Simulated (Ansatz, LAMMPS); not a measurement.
**What do other settings change for ionic liquid Pyr13+ triflate with water at 450 K (143 atoms)?**

Density of this cell: 1.27 g/cm³. The cell holds 143 atoms: 36 C, 4 N, 74 H, 13 O, 4 S and 12 F. Its edges and angles: a = 11.389 Å, b = 11.389 Å, c = 11.389 Å, α = 90.0°, β = 90.0°, γ = 90.0°. 4 Pyr13+, 4 triflate, 1 H2O placed at random, at 1.27 g/cm³; overlaps pushed apart, then 10 ps at 700 K with MMFF94 bonds, angles, torsions, charges and radii (Halgren, J. Comput. Chem. 17, 490 (1996)) in harmonic and 12-6 forms; SPC/E water (Berendsen, Grigera and Straatsma, J. Phys. Chem. 91, 6269 (1987)); charges of ions scaled by 0.8. Snapshot after 30 ps at 450 K and fixed volume.

Geometry: as built.

Reference run: Kohn-Sham DFT, PBE+D4, PAW (set soft_2), plane waves (Ansatz 0.2.0), cutoff 750 eV, Γ point, fixed occupations.

- r.m.s. force component: 1.151 eV/Å
- gap (highest filled to lowest empty level): 4.686 eV
- SCF cycles: 10
- time: 9.5 s on 8 threads of Intel Xeon 6975P-C (Granite Rapids), shared host

**Question.** The same geometry is run again with each of these changes. How far do the results move, and how long does each run take?
- support functions medium
- support functions low
- support functions high
- support functions medium, radius 3.29 Å
- support functions medium, radius 3.56 Å
- support functions medium, radius 3.8 Å
- support functions medium, radius 4.07 Å
- support functions medium, radius 4.58 Å
- support functions medium, radius 5.09 Å

Each row is set against the run with plane waves at 750 eV (Kohn-Sham DFT, PBE+D4, PAW (set soft_2), plane waves; r.m.s. force component 1.15 eV/Å). Energies are set beside the reference only for runs with its functional, potentials and electron count. Times are for 8 threads of Intel Xeon 6975P-C (Granite Rapids), shared host.

```
                                    run  Δ force, r.m.s. (meV/Å)  share of r.m.s. force (%)  Δ energy (meV/atom)  Δ gap (eV)  cycles     time  host memory (GiB)
                              reference                        -                          -                    -           -      10    9.5 s                4.0
               support functions medium                    0.737                     0.0641               -0.590      4.0e-4      14     51 s                4.8
                  support functions low                    0.794                      0.069               -0.589      0.0016      12     49 s                4.5
                 support functions high                    0.519                     0.0451               -0.637           0      19  3.9 min                 13
support functions medium, radius 3.29 Å                    0.785                     0.0682               -0.590      5.0e-4      14     45 s                4.6
support functions medium, radius 3.56 Å                    0.679                     0.0589               -0.590      5.0e-4      14     50 s                5.0
 support functions medium, radius 3.8 Å                    0.583                     0.0507               -0.590      6.0e-4      14     64 s                5.5
support functions medium, radius 4.07 Å                    0.544                     0.0473               -0.590      6.0e-4      14     72 s                6.1
support functions medium, radius 4.58 Å                    0.547                     0.0475               -0.590      7.0e-4      14  1.8 min                7.5
support functions medium, radius 5.09 Å                    0.549                     0.0477               -0.590      1.0e-4      16  2.9 min                9.4
```

Among numerical settings the force difference runs from 0.52 meV/Å (support functions high) to 0.79 meV/Å (support functions low). At 143 atoms the fastest of the runs at a preset level, support functions low, takes 5.2 times the time of plane waves, in 12 SCF cycles against 10. Differences between support functions and plane waves include what basis error the plane-wave run still has. As the radius goes from 3.29 to 5.09 Å, the force difference goes from 0.79 to 0.55 meV/Å, and the time from 45 s to 2.9 min. 

[Logs are printed without paths, hosts, clocks, repeated set-up lines and the standing remarks that a program may print on its own settings, such as how far it seeks lower states.]

[Hosts, paths, dates, database ids (printed as entryN), source tags and the programs' standing remarks are cut or masked in the printed files.]

[The MMFF94 radii named for the starting cell were scaled by 0.96; in molecules described by MMFF94, hydrogen bound to N, O or S took a small fixed 12-6 site in their place.]
